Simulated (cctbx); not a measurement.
## Absolute structure of Hf3TaV11Zn

Space group P4mm (no. 99), a = 3.7320 Å, b = 3.7320 Å, c = 16.4790 Å, α = 90.00°, β = 90.00°, γ = 90.00°.

| atom | mult. | x | y | z | Ueq (Å²) |
| --- | --- | --- | --- | --- | --- |
| Ta1 | 1 | 1/2 | 1/2 | 0.6184 | 0.0039 |
| Hf1 | 1 | 0 | 0 | 0.1211 | 0.0029 |
| Hf2 | 1 | 0 | 0 | 0.8843 | 0.0037 |
| Hf3 | 1 | 1/2 | 1/2 | 0.3802 | 0.0033 |
| Zn1 | 1 | 1/2 | 1/2 | 0.1308 | 0.0048 |
| V1 | 1 | 1/2 | 1/2 | 0.8771 | 0.0042 |
| V2 | 1 | 0 | 0 | 0.3734 | 0.0043 |
| V3 | 1 | 0 | 0 | 0.6201 | 0.0045 |
| V4 | 2 | 0 | 1/2 | 0.7477 | 0.0048 |
| V5 | 2 | 1/2 | 0 | 0.2455 | 0.0055 |
| V6 | 2 | 1/2 | 0 | 0.4935 | 0.0066 |
| V7 | 2 | 0 | 1/2 | 0.0045 | 0.0053 |

This is a model crystal, built by substitution and not relaxed, with assumed displacement parameters.

Data sets are simulated with cctbx and refined with Bijvoet mates kept apart; Flack x is then fitted as the share of an inverted twin with the atoms fixed, Hooft y from the Bijvoet differences. The group is acentric but holds improper operations, so there is an absolute structure (orientation) and no hand.

Untwinned crystal. What Flack and Hooft values should come out?

```csv
λ (Å),extinction (unmodelled),d min (Å),top counts,error (%),model,R1,Flack x,s.u.,Hooft y,s.u.,pairs
0.71073,0,0.77,70000,1.5,as given,0.0067,-0.02,0.03,0.001,0.024,196
0.71073,0,0.77,70000,1.5,inverted,0.0102,0.57,0.05,0.208,0.031,196
1.54184,0.3,0.83,40000,6,as given,0.0207,-0.031,0.016,-0.019,0.018,164
```

With Mo Kα, x is within 3 s.u. of 0, so the absolute structure is right. With Cu Kα, x is within 3 s.u. of 0, so the absolute structure is right. The inverted model doesn't give 1 − x: the structure is pseudo-centrosymmetric, and the refinement slid into another minimum.

A further crystal gives:

```
  λ (Å)  extinction (unmodelled)  d min (Å)  top counts  error (%)     model      R1  Flack x  s.u.  Hooft y   s.u.  pairs
1.54184                        0       0.83       40000          2  as given  0.0209     0.47  0.03    0.505  0.017    166
```

**Question.** What is it?

It was simulated as an inversion twin with a fraction 0.5 of the inverted domain. Flack x is over 3 s.u. from both 0 and 1 and reads that fraction.

[Logs are printed without paths, hosts, clocks, repeated set-up lines and the standing remarks that a program may print on its own settings, such as how far it seeks lower states.]
